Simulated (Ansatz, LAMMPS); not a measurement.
# Glassy 50P2O5-25K2O-25CaO (mol %) (76 atoms): support functions against a reference, part 2 of 2

Aim: test how closely localised support functions follow the reference on glassy 50P2O5-25K2O-25CaO (mol %) (76 atoms), and at what cost. A setting counts as converged where the r.m.s. difference of forces stays under 1 % of the r.m.s. force.

Ansatz 0.2.0; Kohn-Sham DFT, PBE, PAW (set soft_2), plane waves.

The cell: 16 P, 8 K, 4 Ca and 48 O. The quench rate of 8 K/ps is many orders above laboratory rates. The network of bonds at the start is that of the classical potential that made the cell. Sampling is at Γ alone, for a cell whose shortest periodic width is 10 Å.

So far. Step 4 (Support functions low): Forces differ from the reference by 1.0 meV/Å r.m.s., 0.066 % of their size, well within a tolerance of 1 %; the energy by -4.8 meV/atom. It took roughly 6.2 times the reference's time (one timing each, with unlike analyses asked), in 13 cycles against 9.

## Step 5: Support functions medium

The cell is solved in localised support functions. Besides, the program derives a nominal cutoff of 464 eV for this run, against the reference's 420.

This step: Kohn-Sham DFT, PBE, PAW (set soft_2), localised support functions (medium) (Ansatz 0.2.0).

input.yaml reads:

```yaml
crystal:
  lattice:
    - [10.40673, 0.0, 0.0]
    - [0.0, 10.40673, 0.0]
    - [0.0, 0.0, 10.40673]
  atoms:
    [... the 76 atom lines of step 3 ...]
kpoints:
  mp_grid: { grid: [1, 1, 1] }
hamiltonian:
  xc: pbe
scf:
  occupations: { method: fermi_dirac, width: 0.05 }
  eigensolver: { kind: { support_functions: { accuracy: medium } } }
  max_iter: 150
output:
  forces: true
  eigenvalues: true
```

Run with:

```console
$ ansatz run input.yaml --threads 4 --pin off --max-ram 8192MiB --backend cpu --events-out ev --progress --plain --runs-dir out
```

Standard output:

```text
[...]
Warning: basis.ecutwfc = 464 eV, auto-derived: no grid that the accuracy of the support functions lays serves the files at the lower one that their records recommend; a deck with other species or settings can derive another value
[...]
Crystal: 76 atoms, lattice volume = 1127.049 Å³
Basis set: ecut = 464 eV, 25677 PW (Γ), exchange–correlation on 150×150×150 points (8 copies of the dense FFT grid, shifted against one another)
Bands: 288, of which v1, the nominal top of the filled ones, is band 240 counted from 1 (239 counted from 0)
Symmetry: 1 space group operations
k-points: 1
[...]
SCF iter   1: F=—  HF=-58920.924695 eV  |F-HF|=—  |Δ(HF+E_count)|=         —  Δρ=1.04e-1  dr2=2.13e2  ethr=1.00e-1
[...]
SCF iter  14: F=—  HF=-58938.021763 eV  |F-HF|=—  |Δ(HF+E_count)|=   1.79e-3  Δρ=9.78e-6  dr2=1.69e-6  ethr=2.03e-9  κ⁻¹=9.6e-6(r=7)
SCF iter  15: F=-58938.021763 eV  HF=-58938.021763 eV  |F-HF|=5.18e-8  |Δ(HF+E_count)|=   3.58e-7  Δρ=3.53e-6  dr2=3.07e-7  ethr=3.52e-10
SCF 1 converged in 15 iterations: F = -58938.045000 eV  dr2 = 3.07e-7
[...]
SCF converged after 15 iterations
[...]
Free energy (F): -58938.045000 eV
[...]
Internal energy: -58938.045000 eV  (E = F + TS)
E sigma→0 (E₀):  -58938.045000 eV
Fermi energy:    5.798166 eV
[...]
Σ components = -58938.045000   (vs F -58938.045000, Δ=0.00e0)
--- Forces (eV/Å), atoms counted from 1 ---
  atom   1  P      0.92531422     0.30428683     2.70571342
  atom   2  P      2.24996229     2.81193783    -0.29819498
  atom   3  P      2.70186525     0.94660984     1.03872315
  atom   4  P     -0.17000591     2.69173777    -5.10972052
[...]
atom  76  O     -1.66311273    -1.94653868     5.09942565
  max |Σ_I F_I| component: 3.67e-3 eV/Å
--- Band table (eV) ---
[...]
```

Elapsed: 2.3 min, on 4 threads of Arm Neoverse V2, shared host; peak memory 3.3 GiB; 8.4 min of CPU time.

Keys that differ from the reference: support_functions.accuracy = "medium" and scf.max_iter = 150.

Forces differ from the reference by 0.87 meV/Å r.m.s., 0.056 % of their size, well within a tolerance of 1 %; the energy by -4.8 meV/atom. It took roughly 6.6 times the reference's time (one timing each, with unlike analyses asked), in 15 cycles against 9.

## Step 6: Support functions medium, radius 3.18 Å

The radius confines each support function; a larger one gives more freedom and more work per atom.

input.yaml, the sections that differ from step 5:

```yaml
scf:
  occupations: { method: fermi_dirac, width: 0.05 }
  eigensolver: { kind: { support_functions: { accuracy: medium, radius: 3.18 } } }
  max_iter: 150
# crystal, kpoints, hamiltonian, output: as in step 5
```

Standard output:

```text
Warning: scf.eigensolver.kind.support_functions: disabling space-group detection — the functions' gradient is summed over unrotated k-points, so no spatial operation reduces the k-mesh or symmetrises the density; time reversal is kept, so that k and −k are solved as one point where they differ and the mesh holds both, and exact exchange and, on two spinor components, a DFT+U term hold to it where the run has them: [...]
Warning: basis.ecutwfc = 464 eV, auto-derived: no grid that the accuracy of the support functions lays serves the files at the lower one that their records recommend; a deck with other species or settings can derive another value
settings of this run that can trade accuracy for cost: scf.eigensolver.kind.support_functions [...]
Engine: ansatz 0.2.0, aarch64-unknown-linux-gnu
Pseudopotentials: kind: paw
Pseudopotential: P, paw, valence charge 5, recommended cutoff 420 eV (normal), P.paw.azcp
Pseudopotential: K, paw, valence charge 9, recommended cutoff 420 eV (normal), K.paw.azcp
Pseudopotential: Ca, paw, valence charge 10, recommended cutoff 420 eV (normal), Ca.paw.azcp
Pseudopotential: O, paw, valence charge 6, recommended cutoff 420 eV (normal), O.paw.azcp
[... 5 lines on functional and potentials left out ...]
Error: SCF: the radius of support functions is under 3.56 Å, the least for these sites at the functions' level (scf.eigensolver.kind.support_functions.accuracy). Use scf.eigensolver.kind: auto, or type scf.eigensolver.kind.support_functions.radius at least as long, [...]
```

Elapsed: 5.5 s, on 4 threads; peak memory 0.29 GiB.

The program refuses radii under 3.56 Å for these atoms at this level.

## Step 7: What each setting buys

Each row is set against the plane-wave reference (Kohn-Sham DFT, PBE, PAW (set soft_2), plane waves; r.m.s. force component 1.54 eV/Å). Energies are set beside the reference only for runs with its functional, potentials and electron count. Times are for 4 threads of Arm Neoverse V2, shared host. The reference's time includes the DOS, the stress and grids, which some other runs skip.

| run | Δ force, r.m.s. (meV/Å) | share of r.m.s. force (%) | Δ energy (meV/atom) | Δ gap (eV) | cycles | time | host memory (GiB) |
| --- | --- | --- | --- | --- | --- | --- | --- |
| reference | - | - | - | - | 9 | 21 s | 1.3 |
| support functions low | 1.01 | 0.0657 | -4.77 | -7.0e-4 | 13 | 2.2 min | 3.3 |
| support functions medium | 0.869 | 0.0564 | -4.78 | 0 | 15 | 2.3 min | 3.3 |

## Step 8: The reference in detail

With the settings judged, the reference run is read for its physics.

Length of the force by element and coordination:

| element | coordination | atoms | mean length of the force (eV/Å) | spread | least | most |
| --- | --- | --- | --- | --- | --- | --- |
| Ca | all | 4 | 1.40 | 0.707 | 0.651 | 2.47 |
| K | all | 8 | 1.13 | 0.691 | 0.348 | 2.41 |
| O | all | 48 | 1.98 | 1.31 | 0.593 | 6.27 |
| P | all | 16 | 3.55 | 1.68 | 1.08 | 8.09 |

Löwdin charges by element and coordination (they lack the spilled electrons, 0.099 e an atom on average):

| element | coordination | atoms | mean charge (e) | spread | least | most |
| --- | --- | --- | --- | --- | --- | --- |
| Ca | all | 4 | 1.75 | 0.0096 | 1.74 | 1.76 |
| K | all | 8 | 0.836 | 0.0102 | 0.822 | 0.847 |
| O | all | 48 | -0.860 | 0.0972 | -0.990 | -0.695 |
| P | all | 16 | 2.19 | 0.0422 | 2.13 | 2.26 |

States in the cell by windows of 1 eV, zero at the Fermi level; the larger projections on atomic orbitals stand beside the total:

| from (eV) | to (eV) | total | O p | P p | O s |
| --- | --- | --- | --- | --- | --- |
| -10 | -9 | 6.3 | 4.7 | 0.6 | 0.7 |
| -9 | -8 | 19.0 | 14.4 | 1.8 | 1.9 |
| -8 | -7 | 36.0 | 28.1 | 2.4 | 3.5 |
| -7 | -6 | 29.5 | 24.0 | 2.2 | 2.1 |
| -6 | -5 | 35.4 | 30.4 | 2.1 | 1.6 |
| -5 | -4 | 42.1 | 38.0 | 1.6 | 0.8 |
| -4 | -3 | 40.5 | 37.7 | 1.0 | 0.3 |
| -3 | -2 | 32.1 | 30.5 | 0.5 | 0.1 |
| -2 | -1 | 15.1 | 14.7 | 0.1 | 0.0 |
| -1 | 1 | 0.0 | 0.0 | 0.0 | 0.0 |
| 1 | 2 | 2.0 | 0.2 | 0.2 | 0.5 |
| 2 | 3 | 9.3 | 1.1 | 1.9 | 1.3 |
| 3 | 4 | 18.7 | 1.3 | 2.4 | 1.1 |
| 4 | 5 | 38.2 | 2.5 | 5.3 | 1.7 |

The curve was stored every 0.10 eV, coarse against its broadening of 0.08 eV, so these counts are rough.

Between -26 and -10 eV lie 198 more states.

The levels nearest the highest filled one (over half full), pooled over k-points and spins:

| level less the highest filled one (eV) | occupation |
| --- | --- |
| -0.464 | 2 |
| -0.454 | 2 |
| -0.370 | 2 |
| -0.343 | 2 |
| -0.177 | 2 |
| 0 | 2 |
| 2.73 | 0 |
| 3.52 | 0 |
| 3.86 | 0 |
| 4.16 | 0 |
| 4.27 | 0 |
| 4.35 | 0 |

Electrostatic potential energy in the bc plane at fractional x = 0.415, with atoms of P and K and Ca and O within 0.2 Å of it. With pseudopotentials it is smooth inside the atoms' cores, unlike the true potential.

Ten even steps from '0' (-46 eV) to '9' (11 eV), each cell a mean:
```
99999999999999999999999999999
99998889998679999999999999999
99986457897459999999999998668
99851004788789999999999984115
99840003788888889996577663115
99863125788876678962024114679
99887678898875468973234014899
99998888899876678998787556899
99999986469988888999999742489
99999884248999999999999720169
88778654479999999999999952367
62125200278999999999999985213
41013000168999999999999973000
66456300379999999999999984102
89998766789999999999999962257
99999998999999999999999952279
99999999999999999998889986799
99999999999999999875457999999
99999999999999999841015899999
77899999999999999841015899999
21589999999999999864347899996
10489999999999999988788999995
65799999999999999999999999998
99999999999999999999999999999
```
Columns run along b (10.4 Å; values clipped at the 3rd and 97th percentile), rows up along c (10.4 Å). Atoms in or near the plane, at fractional coordinates: P at (0.23, 0.48), K at (0.69, 0.20), Ca at (0.19, 0.81), O at (0.92, 0.83), O at (0.87, 0.60), O at (0.08, 0.48), O at (0.69, 0.75), O at (0.03, 0.11).

Valence density in the bc plane at fractional x = 0.415, with atoms of P and K and Ca and O within 0.2 Å of it. It is the smooth field of the valence electrons, not physical close to the nuclei.

Ten steps, logarithmic in the rise over the least value, from '0' (0.0 e/Å³) to '9' (6.8 e/Å³), each cell a mean:
```
11111110123432100000000000011
10012221135664200000000012332
21135654246764210001111135775
42258986334553210123332357997
42268997422333221246765457997
21247885211135542369986556664
10023443211145653368986444432
00001234442234542245654455531
10001246764212211112223578852
12222357875210000000012599963
35654456764100000000002478764
68986545542100000000001245654
68997522442100000000000234435
56775444432100000000001246654
33333344431000000000001468864
11111123321000000000011478863
10000112110000000013322356642
00000000000000000246764223321
22111000000000001368886211111
56421000000000001378886300024
99742000000000000257764100136
99742100000000000123432000137
77531100000000000000100000025
33221110001111000000000000012
```
Columns run along b (10.4 Å), rows up along c (10.4 Å). Atoms in or near the plane, at fractional coordinates: P at (0.23, 0.48), K at (0.69, 0.20), Ca at (0.19, 0.81), O at (0.92, 0.83), O at (0.87, 0.60), O at (0.08, 0.48), O at (0.69, 0.75), O at (0.03, 0.11).

Mean Löwdin charges: Ca +1.75, K +0.84, O -0.86, P +2.19 e (they miss 1.6 % of the electrons, so they add up to more than the cell's charge).

## Step 9: Local order

Bonds and neighbours are counted at the geometry of the runs.

Density 2.56 g/cm³, 14.83 Å³ an atom.

Pair distribution functions g(r), in bins of 0.2 Å:

| r (Å) | total | O-O | O-P | O-K | O-Ca | P-P | P-K |
| --- | --- | --- | --- | --- | --- | --- | --- |
| 1.40 | 0.65 | 0.00 | 2.44 | 0.00 | 0.00 | 0.00 | 0.00 |
| 1.60 | 3.48 | 0.00 | 13.11 | 0.00 | 0.00 | 0.00 | 0.00 |
| 1.80 | 0.10 | 0.00 | 0.38 | 0.00 | 0.00 | 0.00 | 0.00 |
| 2.00 | 0.00 | 0.00 | 0.00 | 0.00 | 0.00 | 0.00 | 0.00 |
| 2.20 | 0.15 | 0.07 | 0.00 | 0.00 | 1.82 | 0.00 | 0.00 |
| 2.40 | 1.59 | 3.10 | 0.00 | 0.19 | 4.92 | 0.00 | 0.00 |
| 2.60 | 1.48 | 2.84 | 0.00 | 2.04 | 0.67 | 0.00 | 0.00 |
| 2.80 | 0.54 | 0.31 | 0.00 | 2.08 | 1.48 | 0.00 | 0.00 |
| 3.00 | 0.72 | 0.82 | 0.19 | 1.19 | 0.00 | 2.63 | 0.00 |
| 3.20 | 0.95 | 1.11 | 0.45 | 1.14 | 0.44 | 3.51 | 0.34 |
| 3.40 | 0.77 | 0.77 | 0.79 | 0.60 | 0.39 | 0.00 | 2.11 |
| 3.60 | 1.16 | 0.88 | 1.31 | 1.44 | 0.73 | 0.00 | 1.88 |
| 3.80 | 1.15 | 0.86 | 1.77 | 0.73 | 0.49 | 0.25 | 2.72 |
| 4.00 | 1.21 | 0.56 | 2.12 | 1.08 | 1.31 | 0.65 | 2.87 |
| 4.20 | 0.85 | 0.64 | 1.06 | 0.79 | 1.18 | 0.39 | 1.00 |
| 4.40 | 1.23 | 1.22 | 1.09 | 1.27 | 1.57 | 1.80 | 0.92 |
| 4.60 | 1.19 | 1.23 | 0.94 | 1.16 | 1.75 | 1.99 | 1.16 |
| 4.80 | 1.11 | 1.43 | 0.68 | 1.12 | 1.02 | 1.54 | 1.22 |
| 5.00 | 0.99 | 1.04 | 0.61 | 1.50 | 1.80 | 0.97 | 0.56 |

Bonds by pair of elements; cutoffs follow the first minimum of g(r), held within bounds set by covalent radii, and pairs that aren't listed don't count as bonded:

| pair A-B | cutoff (Å) | bonds | mean length (Å) | spread (Å) | shortest (Å) | B about A | A about B |
| --- | --- | --- | --- | --- | --- | --- | --- |
| O-P | 2.11 | 65 | 1.54 | 0.057 | 1.45 | 1.35 | 4.06 |
| O-K | 3.15 | 38 | 2.79 | 0.162 | 2.46 | 0.792 | 4.75 |
| O-Ca | 2.83 | 21 | 2.44 | 0.169 | 2.23 | 0.438 | 5.25 |

The cutoff for O-Ca falls short of the minimum of g(r), so counts run low and odd coordinations can be artefacts.

How many atoms have how many bonded neighbours:

| element | mean | 2 | 3 | 4 | 5 | 6 |
| --- | --- | --- | --- | --- | --- | --- |
| Ca | 5.25 | 0 | 0 | 0 | 3 | 1 |
| K | 4.75 | 0 | 0 | 2 | 6 | 0 |
| O | 2.58 | 24 | 20 | 4 | 0 | 0 |
| P | 4.06 | 0 | 0 | 15 | 1 | 0 |

Oxygen atoms by the number of network formers (Si, P, Ge, B, Al, As, Ga) bound to them:

| network formers bound to O | O atoms | per cent |
| --- | --- | --- |
| 0 | 0 | 0 |
| 1 | 31 | 64.6 |
| 2 | 17 | 35.4 |

Network units: each former by its oxygen neighbours and how many of them bridge to another former:

| former | O neighbours | bridging O | atoms |
| --- | --- | --- | --- |
| P | 4 | 1 | 6 |
| P | 4 | 2 | 3 |
| P | 4 | 3 | 6 |
| P | 5 | 4 | 1 |

Rings of the network by King's shortest-path rule, up to 12 atoms, one path for each pair of neighbours; H, halogens, alkali and alkaline-earth atoms are left out:

| ring size (atoms) | rings | per network atom |
| --- | --- | --- |
| 12 | 1 | 0.016 |

Among the first-shell peaks of g(r) are those at about 2.5 Å (O-O), 1.5 Å (O-P), 2.8 Å (O-K), 2.4 Å (O-Ca) and 3.1 Å (P-P). 35 % of the oxygens bridge two formers and 65 % are non-bridging. All rings counted have 12 atoms.

Local excerpt of 10 atoms (numbers count through the whole input) about P13, which bears the longest force; x, y, z are measured from there.

| atom | x | y | z | distance (Å) | bonds | Löwdin charge (e) | Fx | Fy | Fz (eV/Å) |
| --- | --- | --- | --- | --- | --- | --- | --- | --- | --- |
| P13 | 0.00 | 0.00 | 0.00 | 0.00 | 4 | 2.16 | 2.33 | -7.33 | 2.52 |
| O60 | 1.39 | 0.32 | 0.52 | 1.52 | 4 | -0.91 | -0.40 | 1.66 | 0.51 |
| O65 | 0.06 | -1.29 | -0.81 | 1.53 | 2 | -0.87 | -0.54 | 1.37 | 0.38 |
| O53 | -0.52 | 1.14 | -0.87 | 1.53 | 2 | -0.69 | -2.33 | 4.91 | -3.13 |
| O34 | -1.07 | -0.21 | 1.22 | 1.64 | 2 | -0.76 | 2.52 | 1.29 | -2.31 |
| P15 | -1.01 | 2.30 | -1.83 | 3.11 | 4 | 2.24 | -0.14 | -0.37 | -1.01 |
| P7 | -2.10 | -0.84 | 2.23 | 3.18 | 4 | 2.20 | 0.35 | 0.29 | 0.98 |
| O50 | -0.64 | 2.94 | 1.55 | 3.39 | 3 | -0.90 | 0.11 | -0.30 | -1.16 |
| O33 | 1.04 | 0.19 | -3.31 | 3.47 | 3 | -0.96 | -1.31 | 2.43 | 2.46 |
| K17 | 3.14 | 0.51 | -1.45 | 3.50 | 4 | 0.84 | -0.42 | 0.28 | -0.87 |

## Step 10: Summary of results

| Property | Result |
| --- | --- |
| free energy per atom | -775.4958 eV/atom |
| pressure | 3.585 GPa |
| r.m.s. force component | 1.54 eV/Å |
| gap (highest filled to lowest empty level) | 2.726 eV |
| wall time of the 3 DFT runs | 4.9 min |

What this shows: Against plane waves at 420 eV, the forces differ by 0.87 meV/Å (0.056 %) with support functions medium. At 76 atoms the fastest of the runs at a preset level, support functions low, takes roughly 6.2 times the time of plane waves (whose run also made extra analyses), in 13 SCF cycles against 9. Differences between support functions and plane waves include what basis error the plane-wave run still has.

Between filled and empty levels lie 2.73 eV (at Γ alone); a semilocal functional tends to put such gaps too low. In a disordered cell it changes from sample to sample, and tail or defect levels can set it. 35 % of the oxygens bridge two formers and 65 % are non-bridging.

Caveats: The force components of 1.5 eV/Å r.m.s. hold both thermal displacement and the mismatch between the potential that made the cell and DFT. The pressure of 3.6 GPa is that of one thermal frame, in which the classical model's bond lengths enter as well as the volume, without the kinetic term. The pressure of a single frame lacks the kinetic term.

[Long decimals in the printed logs are rounded to 6 places.]

[Logs are printed without paths, hosts, clocks, repeated set-up lines and the standing remarks that a program may print on its own settings, such as how far it seeks lower states.]

[Hosts, paths, dates, database ids (printed as entryN), source tags and the programs' standing remarks are cut or masked in the printed files.]
